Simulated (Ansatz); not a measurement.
## Where Ba_Ca puts its levels in the gap of CaO (Fm-3m)

Charge states of Ba_Ca in CaO (Fm-3m), set against the band edges. Model: a cell of 54 host atoms with 1 Ca taken out and 1 Ba put in.

Calculated with Ansatz 0.2.0; place-levels on r2SCAN runs: charge-transition levels and formation energies with image-charge correction and potential alignment at the atomic sites; PAW set soft_1.

## 1. The structure

The cell holds 54 atoms: 26 Ca, 27 O and 1 Ba. Its edges and angles: a = 10.173 Å, b = 10.173 Å, c = 10.173 Å, α = 60.0°, β = 60.0°, γ = 60.0°. It derives from CaO (space group Fm-3m). Nearest the centre at fractional (0.667, 0.667, 0.333): Ba51 at 0.00 Å, O28 at 2.40 Å, O44 at 2.40 Å, O32 at 2.40 Å, O34 at 2.40 Å, O46 at 2.40 Å, O50 at 2.40 Å, Ca21 at 3.39 Å.

The host's dielectric constants go in as inputs: 3.85 for the electrons alone, 16.67 with the ions, computed on the host (DFPT, PBEsol, on the r2SCAN cell), and a cell off the functional's own equilibrium shifts the ionic part.

The cell's shortest repeat is 10.2 Å.

## 2. What was run first

Levels follow from differences of total energies between charge states, each relaxed by itself.

Each atom starts 0.05 Å or so off its site in a random direction: a symmetric start keeps its symmetry, and would miss off-centre moves and Jahn–Teller distortions. Forces are taken at one point at (¼, ¼, ¼). The cell holds 1 electron more than the neutral one, with a uniform background that keeps it neutral on the whole. The electron count is odd, so at least one spin is unpaired; this run locks the moment at 1 μB.

The sampling was tested on the host first: at the k-points planned (1x1x1 shifted 0.25 0.25 0.25) its energy lies 0.005 eV an atom from the dense-mesh value, under the bound of 0.02 eV set for this test; that bounds the host's error, not the defect's.

One of the inputs; charge, spin and start change from state to state.

Contents of qm1_M1.relax/input.yaml:

```yaml
crystal:
  lattice:
    - [0.0, 7.19307716, 7.19307716]
    - [7.19307716, 0.0, 7.19307716]
    - [7.19307716, 7.19307716, 0.0]
  atoms:
    - { symbol: Ca, position: [0.0, 0.0, 0.0] }
    - { symbol: O, position: [0.16666667, 0.16666667, 0.16666667] }
[... 6 atom lines left out ...]
    - { symbol: Ca, position: [0.0, 0.33333333, 0.33333333] }
[... 3 atom lines left out ...]
    - { symbol: Ca, position: [0.0, 0.66666667, 0.0] }
[... 1 atom line left out ...]
    - { symbol: Ca, position: [0.0, 0.66666667, 0.33333333] }
[... 5 atom lines left out ...]
    - { symbol: Ca, position: [0.33333333, 0.0, 0.33333333] }
[... 4 atom lines left out ...]
    - { symbol: O, position: [0.5, 0.5, 0.16666667] }
[... 1 atom line left out ...]
    - { symbol: O, position: [0.5, 0.5, 0.5] }
[... 3 atom lines left out ...]
    - { symbol: O, position: [0.5, 0.83333333, 0.16666667] }
    - { symbol: Ca, position: [0.33333333, 0.66666667, 0.33333333] }
    - { symbol: O, position: [0.5, 0.83333333, 0.5] }
    - { symbol: Ca, position: [0.33333333, 0.66666667, 0.66666667] }
[... 1 atom line left out ...]
    - { symbol: Ca, position: [0.66666667, 0.0, 0.0] }
[... 1 atom line left out ...]
    - { symbol: Ca, position: [0.66666667, 0.0, 0.33333333] }
[... 4 atom lines left out ...]
    - { symbol: O, position: [0.83333333, 0.5, 0.16666667] }
    - { symbol: Ca, position: [0.66666667, 0.33333333, 0.33333333] }
    - { symbol: O, position: [0.83333333, 0.5, 0.5] }
    - { symbol: Ca, position: [0.66666667, 0.33333333, 0.66666667] }
[... 1 atom line left out ...]
    - { symbol: Ca, position: [0.66666667, 0.66666667, 0.0] }
    - { symbol: O, position: [0.83333333, 0.83333333, 0.16666667] }
    - { symbol: Ba, position: [0.66666667, 0.66666667, 0.33333333] }
[... 1 atom line left out ...]
    - { symbol: Ca, position: [0.66666667, 0.66666667, 0.66666667] }
    - { symbol: O, position: [0.83333333, 0.83333333, 0.83333333] }
  host:
    repeats: [3, 3, 3]
    atoms:
      - { symbol: Ca, position: [0.0, 0.0, 0.0] }
      - { symbol: O, position: [0.5, 0.5, 0.5] }
total_charge: -1
basis:
  ecutwfc: 500
  xc_grid: 2
hamiltonian:
  xc: r2scan
  pseudopotentials: { kind: paw, azcp: { folder: soft_1 } }
kpoints:
  mp_grid: { grid: [1, 1, 1], shift: [0.25, 0.25, 0.25] }
magnetization:
  spin_polarized: true
  initial_magnetization: 1
  spin_locking: { lock_magnetization: hard }
scf:
  occupations: { method: fixed }
  max_iter: 60
output:
  forces: true
  charged_corrections:
    epsilon: 3.85
    static_epsilon: 16.67
    defect_position: [0.666667, 0.666667, 0.333333]
relax:
  f_tol: 0.02
  max_steps: 80
  random_displacement: { amplitude: 0.05, seed: 1711 }
checkpoint:
  write: "../qm1_M1.relax.run"
  compress: false
  write_wavefunctions: true
  write_every: 100000
```

The run is started by

```console
$ ansatz run input.yaml --threads 4 --pin off --max-ram 7536MiB --backend cpu --events-out ev --progress --plain --runs-dir out
```

The relaxed structure is kept and the sampling changed to a 2×2×2 shifted mesh.

The run of this state that the levels use, under r2SCAN:

Contents of qm1_M1.point/input.yaml:

```yaml
crystal:
  checkpoint: "../qm1_M1.relax.run"
  host: checkpoint
total_charge: -1
basis:
  ecutwfc: 500
  xc_grid: 2
hamiltonian:
  xc: r2scan
  pseudopotentials: { kind: paw, azcp: { folder: soft_1 } }
kpoints:
  mp_grid: { grid: [2, 2, 2], shift: [0.5, 0.5, 0.5] }
magnetization:
  spin_polarized: true
  initial_magnetization: 1
  spin_locking: { lock_magnetization: hard }
scf:
  occupations: { method: fermi_dirac, width: 0.01 }
  max_iter: 60
output:
  forces: true
  eigenvalues: true
  charged_corrections:
    epsilon: 3.85
    static_epsilon: 16.67
    defect_position: [0.666667, 0.666667, 0.333333]
  eigenstates: { localisation: true }
  populations: true
  efg: {}
  band_densities: [{ bands: [v1, v1] }, { bands: [c1, c1] }]
  write_density: true
  write_potential: true
  volumetric_format: npy
checkpoint:
  read: "../qm1_M1.relax.run"
  write: "../qm1_M1.point.run"
  compress: false
  write_wavefunctions: false
  write_every: 100000
```

Relaxations under r2SCAN at one point at (¼, ¼, ¼); times on 4 threads of Arm Neoverse V1, shared host:

| charge | moment (μB) | occupations | outcome | steps | largest displacement against the far atoms (Å) | time |
| --- | --- | --- | --- | --- | --- | --- |
| −1 | 1 | fixed | converged | 7 | 0.17 | 5.6 min |
| 0 | 0 | fixed | converged | 5 | 0.15 | 1.7 min |
| +1 | 1 | fixed | converged | 5 | 0.14 | 6.1 min |

Single points under r2SCAN at a 2×2×2 shifted mesh; times on 4 threads of Arm Neoverse V1, shared host:

| charge | moment (μB) | occupations | outcome | time |
| --- | --- | --- | --- | --- |
| −1 | 1 | fermi-dirac | converged | 5 min |
| 0 | 0 | fermi-dirac | converged | 2 min |
| +1 | 1 | fermi-dirac | converged | 6.3 min |

Distances (Å) from Ba51 to the nearest atoms after relaxation with r2SCAN:

| charge | moment (μB) | 1. | 2. | 3. | 4. | 5. | 6. |
| --- | --- | --- | --- | --- | --- | --- | --- |
| −1 | 1 | O 2.56 | O 2.56 | O 2.56 | O 2.56 | O 2.56 | O 2.56 |
| 0 | 0 | O 2.55 | O 2.55 | O 2.55 | O 2.55 | O 2.55 | O 2.55 |
| +1 | 1 | O 2.53 | O 2.53 | O 2.54 | O 2.54 | O 2.54 | O 2.54 |

## 3. place-levels, r2SCAN

A charged cell interacts with its images and the background, and its potential has another zero than the host's. place-levels removes the first by a point-charge model, screened by the static dielectric constant since the ions have relaxed around the charge, and the second by comparing potentials at atoms far from the defect.

The host is a run of the defect-free crystal in the same cutoffs, grids and k-points, so that basis and sampling errors cancel in part in the differences. The host is run in a cell of 2 atoms on a matching mesh. Its band edges are searched through the zone by a band path, so the gap is smaller than, or equal to, that on the mesh. Chemical potentials are energies per atom of Ca (fcc) and Ba (bcc), run with the same functional and cutoff.

Contents of levels.point.yaml:

```yaml
host:
  run: host.point.run
states: [qm1_M1.point.run, q0.point.run, qp1_M1.point.run]
geometry_from:
  qm1_M1.point.run: qm1_M1.relax.run
  q0.point.run: q0.relax.run
  qp1_M1.point.run: qp1_M1.relax.run
chemical_potentials:
  Ca:
    energy: -1821.671293
    dataset: <sha256 of the dataset>
  Ba:
    energy: -5964.59664
    dataset: "<sha256 of the dataset>"
epsilon: 3.85
static_epsilon: 16.67
vertical:
  - { from: qm1_M1.point.run, to: qm1_M1.point_neutral.run }
  - { from: qp1_M1.point.run, to: qp1_M1.point_neutral.run }
```

The run is started by

```console
$ ansatz place-levels levels.point.yaml -- --threads 4 --pin off --max-ram 7536MiB
```

Numbers of over 12 decimals in the logs are rounded to 6 here.

What it wrote:

```text
[... repeated set-up lines and file paths are left out, and long positions are rounded to six places ...]
(+1/0) 0.000 eV above the valence edge (-0.146 eV without the band-filling correction), 4.197 eV under the conduction edge
(0/-1) 4.250 eV above the valence edge (+4.451 eV without the band-filling correction), in the conduction band
formation energy of charge +1: +2.199 eV with the Fermi level at the valence edge
formation energy of charge 0: +2.199 eV with the Fermi level at the valence edge
formation energy of charge -1: +6.449 eV with the Fermi level at the valence edge
vertical -1 to 0: no energy, since no alignment is typed
  the change from vertical[0].from (qm1_M1.point.run) to vertical[0].to (qm1_M1.point_neutral.run): by its potential at epsilon 3.85 it stands at 0.666 0.666 0.335, with an rms radius of about 4.7 Å (2.7 2.7 2.7 Å across the planes of the cell's vectors); [...]
vertical +1 to 0: no energy, since no alignment is typed
  the change from vertical[1].from (qp1_M1.point.run) to vertical[1].to (qp1_M1.point_neutral.run): by its potential at epsilon 3.85 it stands at 0.666 0.666 0.333, with an rms radius of about 4.1 Å (2.3 2.3 2.4 Å across the planes of the cell's vectors); [...]
  edges by r2scan, gap 4.197 eV; the host is sampled to repeats of 20.35 Å
  the defect's cells are sampled to repeats of 20.35 Å, like sampling
  charge +1: -68788.5483 eV with its correction of +0.349 eV, at epsilon 16.67, aligned at sites: +0.2114 eV, mean over 21 atomic sites at or beyond 5.09 Å from the defect at [0.6667, 0.6667, 0.3333], with +0.000000 for the charge's moments and without [...]
  states[2] (qp1_M1.point.run): levels filled in part (TS 0.009 eV): its energy is of no whole electron's
  charge 0: +0.000 eV for its dipole among its images, +0.000 omitted
  charge -1: -68769.3699 eV with its correction of -0.149 eV, at epsilon 16.67, aligned at sites: +0.2868 eV, mean over 21 atomic sites at or beyond 5.09 Å from the defect at [0.6667, 0.6667, 0.3333], with +0.000000 for the charge's moments and without [...]
  of states[2] (qp1_M1.point.run): it parts from the run at its places by a charge that spreads by about 2.4 Å along one vector (1.4 Å or more is wide), by its potential at epsilon 3.85, taken for that of held ions (one typed too small widens it), where the [...]
  of states[1] (q0.point.run): its alignment with the host at atomic sites is doubtful: the cell is too small to show whether the defect's potential has decayed: take a larger one
  of states[0] (qm1_M1.point.run): it parts from the run at its places by a charge that spreads by about 2.7 Å along one vector (1.4 Å or more is wide), by its potential at epsilon 3.85, taken for that of held ions (one typed too small widens it), where the [...]
  of vertical[0].from (qm1_M1.point.run): its moments are held at its close (magnetization.spin_locking), by a field of 0.053 eV a Bohr magneton, and its energy and levels are of the state that this holds: a run that lets them go can end lower; [...]
  vertical[1].from (qp1_M1.point.run): levels filled in part (TS 0.009 eV): its energy is of no whole electron's
  of vertical[1].from (qp1_M1.point.run): stability_check_not_made; [...]
```

Wall time 0.4 s (4 threads of Arm Neoverse V1, shared host).

Levels between the charges placed, in eV above the valence top:

|  | gap (eV) | (+1/0) | (0/−1) |
| --- | --- | --- | --- |
| r2SCAN | 4.20 | 0.00 | 4.25 |

Corrections by state:

| charge | moment (μB) | image terms and alignment (eV) | band filling (eV) | ε used | over the lowest of its charge, as the program ranks them, band filling apart (eV) |
| --- | --- | --- | --- | --- | --- |
| +1 | 1.0 | 0.349 | -0.146 | 16.67 | 0.000 |
| 0 | 0.0 | 0.000 | - | - | 0.000 |
| −1 | 1.0 | -0.149 | -0.201 | 16.67 | 0.000 |

The charged structures listed were also run neutral, and place-levels reads from each pair, by the potential or the spins, how wide the charge is by which they differ; that can be the carrier of either run.

| charge | rms radius (Å) | spread where it is widest against the cell (Å) | wide from (Å) | reading |
| --- | --- | --- | --- | --- |
| +1 | 4.1 | 2.41 | 1.44 | wide |
| −1 | 4.7 | 2.71 | 1.44 | wide |

The neutral runs of these pairs need not share the spin of the lowest neutral state, and very wide values only mean spread over the cell.

From the program's caveats on the states, each cut to its opening words:

- charge +1 (1 μB): it parts from the run at its places by a charge that spreads by about 2.4 Å along one vector (1.4 Å or more is wide), by its potential at epsilon 3.85, taken [...]
- charge +1 (1 μB): a band-filling correction moves a carrier to the host's band edge, which changes its energy by -0.146 eV
- charge +1 (1 μB), 0, −1 (1 μB): its alignment with the host at atomic sites is doubtful: the cell is too small to show whether the defect's potential has decayed: take a larger one
- charge +1 (1 μB), −1 (1 μB): flagged: stability check not made
- charge −1 (1 μB): it parts from the run at its places by a charge that spreads by about 2.7 Å along one vector (1.4 Å or more is wide), by its potential at epsilon 3.85, taken [...]
- charge −1 (1 μB): a band-filling correction moves a carrier to the host's band edge, which changes its energy by -0.201 eV
- charge −1 (1 μB): its moments are held at its close (magnetization.spin_locking), by a field of 0.053 eV a Bohr magneton, and its energy and levels are of the state that this [...]

The host's formation energy from the elements is -3.216 eV per atom; it sets how far the chemical potentials can move.

Formation energies (eV), Ca-rich (Δμ(Ca) = 0.00 eV, Δμ(O) = -6.43 eV, Δμ(Ba) = 0.00 eV):

| charge | Fermi level at the valence top | at the conduction bottom |
| --- | --- | --- |
| +1 | 2.20 | 6.40 |
| 0 | 2.20 | 2.20 |
| −1 | 6.45 | 2.25 |

Formation energies (eV), O-rich (Δμ(O) = 0.00 eV, Δμ(Ca) = -6.43 eV, Δμ(Ba) = 0.00 eV):

| charge | Fermi level at the valence top | at the conduction bottom |
| --- | --- | --- |
| +1 | -4.23 | -0.04 |
| 0 | -4.23 | -4.23 |
| −1 | 0.02 | -4.18 |

## 4. Effect of the sampling

The relaxations' own energies give the levels at their sampling, for comparison.

Contents of levels.relax_mesh.yaml:

```yaml
host:
  run: host.relax.run
states: [qm1_M1.relax.run, q0.relax.run, qp1_M1.relax.run]
chemical_potentials:
  Ca:
    energy: -1821.671293
    dataset: <sha256 of the dataset>
  Ba:
    energy: -5964.59664
    dataset: "<sha256 of the dataset>"
```

The run is started by

```console
$ ansatz place-levels levels.relax_mesh.yaml -- --threads 4 --pin off --max-ram 7536MiB
```

What it wrote:

```text
[...]
formation energy of charge +1: +2.183 eV with the Fermi level at the valence edge
formation energy of charge 0: +2.183 eV with the Fermi level at the valence edge
formation energy of charge -1: +6.433 eV with the Fermi level at the valence edge
  edges by r2scan, gap 4.183 eV; the host is sampled to repeats of 10.17 Å
[... the lines on each state left out ...]
```

It took 0.15 s on 4 threads.

Levels between neighbouring charges, in eV above the valence top:

|  | gap (eV) | (+1/0) | (0/−1) |
| --- | --- | --- | --- |
| one point at (¼, ¼, ¼) | 4.18 | 0.00 | 4.25 |
| a 2×2×2 shifted mesh | 4.20 | 0.00 | 4.25 |

Going from one point at (¼, ¼, ¼) to a 2×2×2 shifted mesh moves formation energies against the elements by up to 0.02 eV; band-filling terms, which differ between samplings, are in these energies.

## 5. Results

* gap of the host: 4.20 eV (r2SCAN)
* level (plus 1/0): 0.00 eV above the valence top (-0.15 eV above the valence top without the band-filling term)
* level (0/minus 1): 4.25 eV above the valence top, past the conduction bottom (4.45 eV above the valence top without the band-filling term)
* lowest of the charges placed, just above the valence top (0.02 eV): 0
* lowest of the charges placed, just below the conduction bottom (0.02 eV): 0
* lowest formation energy at mid-gap of the charges run, Ca-rich: 2.20 eV
* lowest formation energy at mid-gap of the charges run, O-rich: -4.23 eV

**Reading.** Of the charges placed (−1, 0 and +1), 0 is the lowest from 0.02 eV above the valence top to 0.02 eV below the conduction bottom, a gap of 4.20 eV. States placed: +1 at 1 μB; 0 at 0 μB; −1 at 1 μB. Other spin states or structures, where not listed, weren't placed. The program finds carriers beyond a band edge of the host and adds a band-filling term at charge −1 (-0.20 eV) and +1 (-0.15 eV); steps to such a charge show no bound level, and a defect level inside a band would be read the same way. Ba is taken at its element; compounds, which aren't counted here, bound the chemical potentials and would shift these formation energies. The lowest formation energy (O-rich) is negative across the gap, so the defect would form by itself: these chemical potentials lie beyond what competing compounds allow, or the host is unstable against it. Going from one point at (¼, ¼, ¼) to a 2×2×2 shifted mesh moves formation energies against the elements by up to 0.02 eV; band-filling terms, which differ between samplings, are in these energies. The program doubts the alignment of potentials for at least one state, a sign that the cell is small. What this leaves open: r2SCAN makes the gap too small and tends to spread out bound carriers; where a gas molecule sets a chemical potential or the host's formation energy, its binding is uncorrected; spin–orbit coupling, which can matter with heavy atoms, is left out.

[Logs are printed without paths, hosts, clocks, repeated set-up lines and the standing remarks that a program may print on its own settings, such as how far it seeks lower states.]

[Hosts, paths, dates, database ids (printed as entryN), source tags and the programs' standing remarks are cut or masked in the printed files.]

[Where a table of states has a column of steps, it counts the stored structures, which are thinned; the runs took as many ionic steps or more.]

[A defect's name tells the site on which it was built; relaxed atoms can leave that site.]

[For some hosts the program warned that the k-mesh of the response run may be too coarse for force constants and the static dielectric constant; such warnings are not shown here.]
